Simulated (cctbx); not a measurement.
# NdSm2Fe with cctbx, script by script

Library: cctbx 2025.11. The data are simulated by the first script.

## 1. Simulate the data

run.py:

```python
from cctbx import adptbx, crystal, miller, sgtbx, xray
from cctbx.array_family import flex
from iotbx.shelx import hklf
from scitbx import matrix
import scitbx.random

cs = crystal.symmetry(unit_cell=(6.987, 10.044, 6.577, 90, 90, 90), space_group_symbol='Hall: -P 2ac 2n')  # Pnma
atoms = [  # label, site, U (iso, or U11 U22 U33 U12 U13 U23 in A^2), occupancy
    ("Sm1", (0.1763, 0.5705, 0.178), (0.0042, 0.0044, 0.0052, -0.0001, -0.0001, 0.0001), 1),
    ("Nd1", (0.9553, 0.25, 0.3631), (0.0063, 0.0074, 0.0063, 0.0000, 0.0001, 0.0000), 1),
    ("Fe1", (0.6066, 0.25, 0.5578), (0.0089, 0.0115, 0.0120, 0.0000, -0.0020, 0.0000), 1),
]
xs = xray.structure(crystal_symmetry=cs)
for label, site, u, occ in atoms:
    u = adptbx.u_cif_as_u_star(cs.unit_cell(), u) if isinstance(u, tuple) else u
    xs.add_scatterer(xray.scatterer(label, site=site, u=u, occupancy=occ))
xs.set_inelastic_form_factors(0.71073, "sasaki")
xs.show_summary()
p1 = xs.expand_to_p1()
ms = miller.build_set(p1, anomalous_flag=True, d_min=0.6)
flex.set_random_seed(415616)
scitbx.random.set_random_seed(415616)
ms = ms.select(flex.random_double(ms.size()) < 0.95)
i = ms.structure_factors_from_scatterers(p1, algorithm="direct").f_calc().as_intensity_array().data()
i = i / flex.sqrt(1 + 0.1 * i / flex.max(i))  # extinction
i = i * 70000 / flex.max(i)
sig = flex.sqrt(i + flex.pow2(0.04 * i) + 15 ** 2)
noise = scitbx.random.variate(scitbx.random.normal_distribution())(i.size())
data = ms.array(data=i + sig * noise, sigmas=sig).set_observation_type_xray_intensity()
with open("data.hkl", "w") as f:
    data.export_as_shelx_hklf(f)
print("reflections written:", data.size(), " <I/sigma> = %.1f" % flex.mean(data.data() / data.sigmas()))
for h, a, b in list(data.sort("data"))[:12]:
    print("%4d%4d%4d %9.1f %7.1f" % (h + (a, b)))
```

```console
$ python run.py
```

```text
Number of scatterers: 3
At special positions: 2
Unit cell: (6.987, 10.044, 6.577, 90, 90, 90)
Space group: P n m a (No. 62)
reflections written: 8534  <I/sigma> = 14.4
   0  -6   0   69261.7  2812.5
   0   6   0   64987.8  2812.5
   0   3   1   60768.5  2425.9
   0  -3  -1   59709.6  2425.9
   0   3  -1   58053.4  2425.9
  -4   0   1   48731.4  1813.1
  -4   3   0   46642.7  1818.9
  -4  -3   0   45535.8  1818.9
  -4   0  -1   44686.6  1813.1
   4   3   0   44135.6  1818.9
  -3   0  -3   43509.0  1630.4
   4   0   1   42660.5  1813.1
```

It took 0.4 s on 1 thread of Arm Neoverse N1, on a shared host, peak memory 0.07 GiB.

## 2. Symmetry

run.py:

```python
from cctbx import crystal, sgtbx, statistics
from cctbx.array_family import flex
from iotbx.shelx import hklf

p1 = crystal.symmetry(unit_cell=(6.987, 10.044, 6.577, 90, 90, 90), space_group_symbol="P 1")
raw = hklf.reader(file_name="data.hkl").as_miller_arrays(crystal_symmetry=p1, anomalous=True)[0]
print(raw.size(), "reflections to d = %.3f A" % raw.d_min())
isig = raw.data() / raw.sigmas()
print("centring   violations  <I/sigma> of those")
best = "P"
for c in "ABCIRF":
    a = raw.customized_copy(space_group_info=sgtbx.space_group_info("Hall: %s 1" % c)).sys_absent_flags().data()
    m = flex.mean(isig.select(a))
    print("%5s %10d of %5d %8.1f" % (c, (isig.select(a) > 4).count(True), a.count(True), m))
    if (isig.select(a) > 4).count(True) < 0.01 * a.count(True):
        best = c
raw = raw.select(~raw.customized_copy(space_group_info=sgtbx.space_group_info("Hall: %s 1" % best)).sys_absent_flags().data())
isig = raw.data() / raw.sigmas()
rows = []
for s in sgtbx.space_group_symbol_iterator():
    g = sgtbx.space_group(s)
    if g.conventional_centring_type_symbol() != best or not g.is_compatible_unit_cell(p1.unit_cell(), 1e-3, 0.02):
        continue
    rows.append((s, g))
print("Laue class    unique    Rint  (classes that these axes allow; Friedel mates merged)")
rint = {}
for s, g in rows:
    laue = g.build_derived_patterson_group()
    key = laue.type().hall_symbol()
    if key not in rint:
        m = raw.customized_copy(space_group_info=laue.info(), anomalous_flag=False).merge_equivalents()
        rint[key] = m.r_int()
        print("%-14s %6d %7.3f" % (laue.type().lookup_symbol(), m.array().size(), m.r_int()))
floor = min(rint.values())
good = [(s, g) for s, g in rows if rint[g.build_derived_patterson_group().type().hall_symbol()] < 2 * floor + 0.03]
top = max(g.build_derived_patterson_group().order_z() for s, g in good)
print("space group    extra absences  I>4sigma  <I/sigma>")
for s, g in good:
    laue = g.build_derived_patterson_group()
    if laue.order_z() != top:
        continue
    a = raw.customized_copy(space_group_info=g.info()).sys_absent_flags().data()
    a &= ~raw.customized_copy(space_group_info=laue.info()).sys_absent_flags().data()
    bad = (isig.select(a) > 4).count(True)
    if bad <= 0.03 * a.count(True):
        print("%-16s %8d %10d %9s  %s" % (s.universal_hermann_mauguin(), a.count(True), bad, "%.1f" % flex.mean(isig.select(a)) if a.count(True) else "-", "centric" if g.is_centric() else "acentric"))
laue = max(good, key=lambda t: t[1].build_derived_patterson_group().order_z())[1].build_derived_patterson_group()
f = raw.customized_copy(space_group_info=laue.info(), anomalous_flag=False).merge_equivalents().array().eliminate_sys_absent().f_sq_as_f()
f.set_observation_type_xray_amplitude()
bins = max(3, min(8, f.size() // 12))
f.setup_binner(n_bins=bins)
w = statistics.wilson_plot(f, {e: n / laue.order_z() for e, n in {'Sm': 8.0, 'Nd': 4.0, 'Fe': 4.0}.items()}, e_statistics=True)
print("Wilson B = %.2f A^2   <|E^2-1|> = %.3f (0.968 centric, 0.736 acentric)   E^2>4: %.1f %%" % (w.wilson_b, w.mean_e_sq_minus_1, w.percent_e_sq_gt_2))
print("shell (A)         n   <I/sigma>")
m = raw.customized_copy(space_group_info=laue.info(), anomalous_flag=False).merge_equivalents().array().eliminate_sys_absent()
for b in m.setup_binner(n_bins=bins).range_used():
    sel = m.binner().selection(b)
    print("%5.2f - %4.2f %6d %8.1f" % (min(m.binner().bin_d_range(b)[0] if m.binner().bin_d_range(b)[0] > 0 else 99, 99), m.binner().bin_d_range(b)[1], sel.count(True), flex.mean((m.data() / m.sigmas()).select(sel))))
```

```console
$ python run.py
```

```text
8534 reflections to d = 0.600 A
centring   violations  <I/sigma> of those
    A       3290 of  4280     13.9
    B       3318 of  4292     14.1
    C       3400 of  4276     14.4
    I       3322 of  4238     14.3
    R       4546 of  5698     14.5
    F       5004 of  6424     14.1
Laue class    unique    Rint  (classes that these axes allow; Friedel mates merged)
P -1             4472   0.027
P 1 2/m 1        2343   0.032
P 1 1 2/m        2397   0.032
P 2/m 1 1        2386   0.032
P m m m          1325   0.034
space group    extra absences  I>4sigma  <I/sigma>
P 2 2 2                 0          0         -  acentric
P 2 2 21                9          0      -0.1  acentric
P 21 2 2               11          0      -0.3  acentric
P 2 21 2               15          0      -0.3  acentric
P 21 21 2              26          0      -0.3  acentric
P 2 21 21              24          0      -0.2  acentric
P 21 2 21              20          0      -0.2  acentric
P 21 21 21             35          0      -0.3  acentric
P m m 2                 0          0         -  acentric
P 2 m m                 0          0         -  acentric
P m 2 m                 0          0         -  acentric
P 21 m a              298          0      -0.1  acentric
P m 2 a               298          0      -0.1  acentric
P n m 21              271          0       0.0  acentric
P n 21 m              271          0       0.0  acentric
P n 21 a              569          0      -0.0  acentric
P m m m                 0          0         -  centric
P m m a               298          0      -0.1  centric
P n m m :1            271          0       0.0  centric
P n m m :2            271          0       0.0  centric
P n m a               569          0      -0.0  centric
Wilson B = 0.51 A^2   <|E^2-1|> = 0.893 (0.968 centric, 0.736 acentric)   E^2>4: 2.6 %
shell (A)         n   <I/sigma>
10.05 - 1.20    195     32.8
 1.20 - 0.95    170     36.9
 0.95 - 0.83    163     36.0
 0.83 - 0.76    165     31.4
 0.76 - 0.70    159     32.8
 0.70 - 0.66    153     33.6
 0.66 - 0.63    167     30.7
 0.63 - 0.60    153     28.6
```

Time: 0.59 s.

## 3. Patterson map

run.py:

```python
from cctbx import crystal, maptbx
from iotbx.shelx import hklf

cs = crystal.symmetry(unit_cell=(6.987, 10.044, 6.577, 90, 90, 90), space_group_symbol='Hall: -P 2ac 2n')  # Pnma
raw = hklf.reader(file_name="data.hkl").as_miller_arrays(crystal_symmetry=cs, anomalous=True)[0]
merged = raw.eliminate_sys_absent().merge_equivalents()
fo2 = merged.array().set_observation_type_xray_intensity()
f = fo2.average_bijvoet_mates().f_sq_as_f()
pm = f.patterson_map(symmetry_flags=maptbx.use_space_group_symmetry, sharpening=False, resolution_factor=0.25)
peaks = pm.peak_search(parameters=maptbx.peak_search_parameters(min_distance_sym_equiv=0.4, max_clusters=14)).all()
top = peaks.heights()[0]
print("Patterson group", f.patterson_symmetry().space_group_info())
print("      u       v       w   height  length (A)")
for x, h in zip(peaks.sites(), peaks.heights()):
    y = [t - round(t) for t in x]
    print("%7.3f %7.3f %7.3f %8.1f %8.2f" % (x + (1000 * h / top, cs.unit_cell().length(y))))
```

```console
$ python run.py
```

```text
Patterson group P m m m
      u       v       w   height  length (A)
  0.000   0.000   0.000   1000.0     0.00
  0.500   0.000   0.150    339.7     3.63
  0.000   0.359   0.000    335.6     3.61
  0.148   0.500   0.500    332.8     6.09
  0.140   0.160   0.500    228.8     3.79
  0.353   0.500   0.356    164.3     6.06
  0.500   0.359   0.146    163.2     5.11
  0.278   0.320   0.000    158.6     3.76
  0.367   0.174   0.319    154.7     3.75
  0.222   0.321   0.185    150.1     3.78
  0.408   0.500   0.500    132.0     6.64
  0.079   0.500   0.284     99.1     5.39
  0.280   0.179   0.117     47.3     2.77
  0.436   0.321   0.378     46.6     5.08
```

Time: 0.38 s.

## 4. Charge flipping

run.py:

```python
import itertools
from cctbx import crystal, maptbx
from cctbx.array_family import flex
from iotbx.shelx import hklf
from smtbx.ab_initio import charge_flipping as cf

cs = crystal.symmetry(unit_cell=(6.987, 10.044, 6.577, 90, 90, 90), space_group_symbol='Hall: -P 2ac 2n')  # Pnma
raw = hklf.reader(file_name="data.hkl").as_miller_arrays(crystal_symmetry=cs, anomalous=True)[0]
merged = raw.eliminate_sys_absent().merge_equivalents()
fo2 = merged.array().set_observation_type_xray_intensity()
f = fo2.average_bijvoet_mates().f_sq_as_f().resolution_filter(d_min=0.6)
p1 = f.expand_to_p1()
p1.setup_binner_counting_sorted(reflections_per_bin=max(40, p1.size() // 12))
work = p1.array(data=p1.data() / p1.amplitude_quasi_normalisations().data())
flex.set_random_seed(64500)
it = cf.weak_reflection_improved_iterator(delta=None, weak_reflection_fraction=0.2)
it.start(work, phases=flex.random_double(p1.size()) * 6.2832, f_000=0)
it.delta = 1.2 * it.rho_map.sigma()
print("cycle      R  skewness")
for n, st in enumerate(itertools.islice(it, 200)):
    if n % 16 == 0:
        print("%5d %6.3f %8.2f" % (n, st.r1_factor(), st.rho_map.skewness()))
rho = p1.phase_transfer(it.f_calc).fft_map().apply_volume_scaling()
polish = cf.low_density_elimination_iterator(constant_rho_c=rho.sigma())
polish.start(f_obs=p1, phases=it.f_calc, f_000=0)
for _ in range(8):
    next(polish)
print("origin shift          correlation  skewness")
maps = []
for fc, shift, cc in itertools.islice(cf.f_calc_symmetrisations(f, polish.f_calc, 0), 4):
    m = f.phase_transfer(fc).fft_map(symmetry_flags=maptbx.use_space_group_symmetry, resolution_factor=0.25).apply_sigma_scaling()
    maps.append((m.skewness(), cc, m))
    print("%6.3f %6.3f %6.3f %10.3f %9.2f" % (tuple(shift) + (cc, m.skewness())))
skew, cc, m = max((t for t in maps if t[1] > maps[0][1] - 0.04), key=lambda t: t[0])
print("taken: symmetry correlation %.3f, skewness %.2f" % (cc, skew))
peaks = m.peak_search(parameters=maptbx.peak_search_parameters(min_distance_sym_equiv=0.9, max_clusters=8)).all()
sps = cs.special_position_settings(min_distance_sym_equiv=0.5)
print("peak      x       y       z  mult  height/sigma")
for k, (x, h) in enumerate(zip(peaks.sites(), peaks.heights())):
    ss = sps.site_symmetry(x)
    print("Q%-3d %7.4f %7.4f %7.4f %4d %8.1f" % ((k + 1,) + tuple(t % 1 for t in ss.exact_site()) + (ss.multiplicity(), h)))
```

```console
$ python run.py
```

```text
cycle      R  skewness
    0  0.579     0.24
   16  0.528     3.29
   32  0.472     4.91
   48  0.472     4.97
   64  0.478     4.81
   80  0.478     4.58
   96  0.470     4.76
  112  0.482     4.92
  128  0.478     4.70
  144  0.471     4.62
  160  0.479     4.71
  176  0.470     4.81
  192  0.477     4.58
origin shift          correlation  skewness
 0.006  0.045  0.331      0.770      1.07
 0.007  0.371  0.340      0.761      1.03
 0.008  0.044  0.006      0.755      1.50
 0.305  0.074  0.278      0.744      1.24
taken: symmetry correlation 0.755, skewness 1.50
peak      x       y       z  mult  height/sigma
Q1    0.0536  0.2500  0.3367    4     12.1
Q2    0.2276  0.0602  0.6566    8      7.8
Q3    0.1667  0.2500  0.2678    4      7.2
Q4    0.0560  0.5771  0.1510    8      6.1
Q5    0.0411  0.6293  0.3200    8      4.9
Q6    0.1670  0.7500  0.6374    4      4.2
Q7    0.1660  0.2500  0.1121    4      3.9
Q8    0.1809  0.9989  0.7920    8      3.8
```

Time: 0.86 s.

## 5. Refinement (model from the peaks)

run.py:

```python
import math
from cctbx import adptbx, crystal, maptbx, sgtbx, xray
from cctbx.array_family import flex
from cctbx.xray import observations
from iotbx.shelx import hklf
from scitbx.lstbx import normal_eqns_solving
from smtbx import absolute_structure, utils
from smtbx.refinement import constraints, least_squares

cs = crystal.symmetry(unit_cell=(6.987, 10.044, 6.577, 90, 90, 90), space_group_symbol='Hall: -P 2ac 2n')  # Pnma
atoms = [  # label, site, U (iso, or U11 U22 U33 U12 U13 U23 in A^2), occupancy
    ("Nd1", (0.0536, 0.25, 0.3367), 0.0200, 1),
    ("Sm1", (0.2276, 0.0602, 0.6566), 0.0200, 1),
    ("Fe1", (0.167, 0.75, 0.6374), 0.0200, 1),
]
xs = xray.structure(crystal_symmetry=cs)
for label, site, u, occ in atoms:
    u = adptbx.u_cif_as_u_star(cs.unit_cell(), u) if isinstance(u, tuple) else u
    xs.add_scatterer(xray.scatterer(label, site=site, u=u, occupancy=occ))
xs.set_inelastic_form_factors(0.71073, "sasaki")
raw = hklf.reader(file_name="data.hkl").as_miller_arrays(crystal_symmetry=cs, anomalous=True)[0]
merged = raw.eliminate_sys_absent().merge_equivalents()
fo2 = merged.array().set_observation_type_xray_intensity()
print("Rint %.3f, %d unique reflections to %.2f A" % (merged.r_int(), fo2.size(), fo2.d_min()))
for sc in xs.scatterers():
    sc.flags.set_grad_site(True)
    sc.flags.set_grad_u_aniso(sc.flags.use_u_aniso())
    sc.flags.set_grad_u_iso(sc.flags.use_u_iso())
obs = fo2.as_xray_observations()
extra = {}
rep = constraints.reparametrisation(xs, [], utils.connectivity_table(xs), **extra)
ls = least_squares.crystallographic_ls(obs, rep, weighting_scheme=least_squares.mainstream_shelx_weighting(a=0, b=0))
print("cycle     R1     wR2    GooF  max shift (A)")
for cycle in range(6):
    ls.build_up()
    r1, wr2, goof = ls.r1_factor(cutoff_factor=2)[0], ls.wR2(), ls.goof()
    old = xs.sites_cart()
    normal_eqns_solving.levenberg_marquardt_iterations(ls, n_max_iterations=3, tau=0.0001, step_threshold=1e-7)
    big = flex.max((xs.sites_cart() - old).norms())
    print("%4d %7.4f %7.4f %7.3f %9.5f" % (cycle + 1, r1, wr2, goof, big))
    ls.build_up(objective_only=True)
    if abs(ls.wR2() - wr2) < 5e-5 and big < 5e-4:
        break
ls.build_up()
print("final R1 %.4f wR2 %.4f GooF %.3f  parameters %d  data/parameter %.1f" % (ls.r1_factor(cutoff_factor=2)[0], ls.wR2(), ls.goof(), ls.n_parameters, fo2.size() / ls.n_parameters))
cov = ls.covariance_matrix_and_annotations()
su = dict(zip(cov.annotations, (math.sqrt(max(v, 0)) for v in cov.matrix.matrix_packed_u_diagonal())))
a2 = cs.unit_cell().reciprocal_parameters()[0] ** -2
print("atom        x        y        z      Ueq    occ   su(xyz)  su(Uiso or U11)")
for sc in xs.scatterers():
    s = max(su.get(sc.label + k, 0) for k in (".x", ".y", ".z"))
    npd = "" if sc.is_positive_definite_u(cs.unit_cell()) else "  NPD"
    print("%-5s %8.5f %8.5f %8.5f %8.4f %6.3f %8.5f %7.4f%s" % ((sc.label,) + sc.site + (sc.u_iso_or_equiv(cs.unit_cell()), sc.occupancy, s, su.get(sc.label + ".uiso", su.get(sc.label + ".u11", 0) * a2), npd)))
fo = fo2.f_sq_as_f()
fc = fo.structure_factors_from_scatterers(xs, algorithm="direct").f_calc()
diff = fo.f_obs_minus_f_calc(1 / math.sqrt(ls.scale_factor()), fc).average_bijvoet_mates()
m = diff.fft_map(symmetry_flags=maptbx.use_space_group_symmetry, resolution_factor=0.25).apply_volume_scaling()
print("difference map: max %.2f min %.2f rms %.2f" % (m.statistics().max(), m.statistics().min(), m.statistics().sigma()))
peaks = m.peak_search(parameters=maptbx.peak_search_parameters(min_distance_sym_equiv=0.6, max_clusters=5)).all()
near = xs.closest_distances(peaks.sites(), distance_cutoff=4)
sps = cs.special_position_settings(min_distance_sym_equiv=0.5)
for k, (x, h) in enumerate(zip(peaks.sites(), peaks.heights())):
    ss = sps.site_symmetry(x)
    print("Q%-3d %7.4f %7.4f %7.4f %4d %7.2f  %.2f A from %s" % ((k + 1,) + tuple(t % 1 for t in ss.exact_site()) + (ss.multiplicity(), h, near.smallest_distances[k], xs.scatterers()[near.i_seqs[k]].label)))
```

```console
$ python run.py
```

```text
Rint 0.034, 1166 unique reflections to 0.60 A
cycle     R1     wR2    GooF  max shift (A)
   1  0.8907  0.9881  42.150   0.20425
   2  0.8096  0.9643  41.134   0.36645
   3  0.7939  0.9593  40.920   0.06487
   4  0.7865  0.9544  40.711   0.02342
   5  0.7856  0.9535  40.676   0.01102
   6  0.7859  0.9534  40.668   0.00669
final R1 0.7862 wR2 0.9533 GooF 40.665  parameters 10  data/parameter 116.6
atom        x        y        z      Ueq    occ   su(xyz)  su(Uiso or U11)
Nd1    0.05557  0.25000  0.30756   0.0001  1.000  0.00524  0.0049
Sm1    0.23382  0.06843  0.62381   0.0001  1.000  0.00283  0.0033
Fe1    0.12087  0.75000  0.68987   0.0001  1.000  0.01365  0.0114
difference map: max 1305.39 min -455.14 rms 76.43
Q1    0.0564  0.2500  0.3147    4 1324.51  0.05 A from Nd1
Q2    0.2280  0.0701  0.6273    8 1135.57  0.05 A from Sm1
Q3    0.0922  0.2500  0.1725    4  592.33  0.92 A from Nd1
Q4    0.1681  0.7500  0.5593    4  458.06  0.92 A from Fe1
Q5    0.1357  0.7500  0.6870    4  435.99  0.11 A from Fe1
```

Time: 0.7 s.

Figures of merit this high mean that the model is still wrong or incomplete.

## 6. Charge flipping

run.py, as its changes from the last script of this kind:

```diff
@@ -13,3 +13,2 @@
-p1.setup_binner_counting_sorted(reflections_per_bin=max(40, p1.size() // 12))
-work = p1.array(data=p1.data() / p1.amplitude_quasi_normalisations().data())
-flex.set_random_seed(64500)
+work = p1
+flex.set_random_seed(64501)
@@ -20,2 +19,2 @@
-for n, st in enumerate(itertools.islice(it, 200)):
-    if n % 16 == 0:
+for n, st in enumerate(itertools.islice(it, 400)):
+    if n % 33 == 0:
```

```console
$ python run.py
```

```text
cycle      R  skewness
    0  0.607     0.32
   33  0.224     7.02
   66  0.218     6.66
   99  0.215     6.54
  132  0.211     6.51
  165  0.219     6.47
  198  0.213     6.46
  231  0.212     6.47
  264  0.216     6.47
  297  0.208     6.44
  330  0.215     6.42
  363  0.216     6.44
  396  0.215     6.45
origin shift          correlation  skewness
 0.484  0.164  0.190      0.765      1.72
 0.114  0.154  0.004      0.761      1.14
 0.101  0.166  0.206      0.760      3.08
 0.480  0.152  0.001      0.756      1.42
taken: symmetry correlation 0.760, skewness 3.08
peak      x       y       z  mult  height/sigma
Q1    0.1781  0.7500  0.1614    4     17.4
Q2    0.0424  0.5709  0.6501    8     10.6
Q3    0.1848  0.1012  0.1753    8      5.0
Q4    0.0980  0.2500  0.8653    4      4.5
Q5    0.0435  0.7500  0.7054    4      3.8
Q6    0.1746  0.6512  0.1784    8      3.8
Q7    0.1334  0.0747  0.9358    8      3.4
Q8    0.0654  0.6114  0.5214    8      3.2
```

Run time: 1.2 s on 1 thread of Arm Neoverse N1, on a shared host, peak memory 0.08 GiB.

[Logs are printed without paths, hosts, clocks, repeated set-up lines and the standing remarks that a program may print on its own settings, such as how far it seeks lower states.]
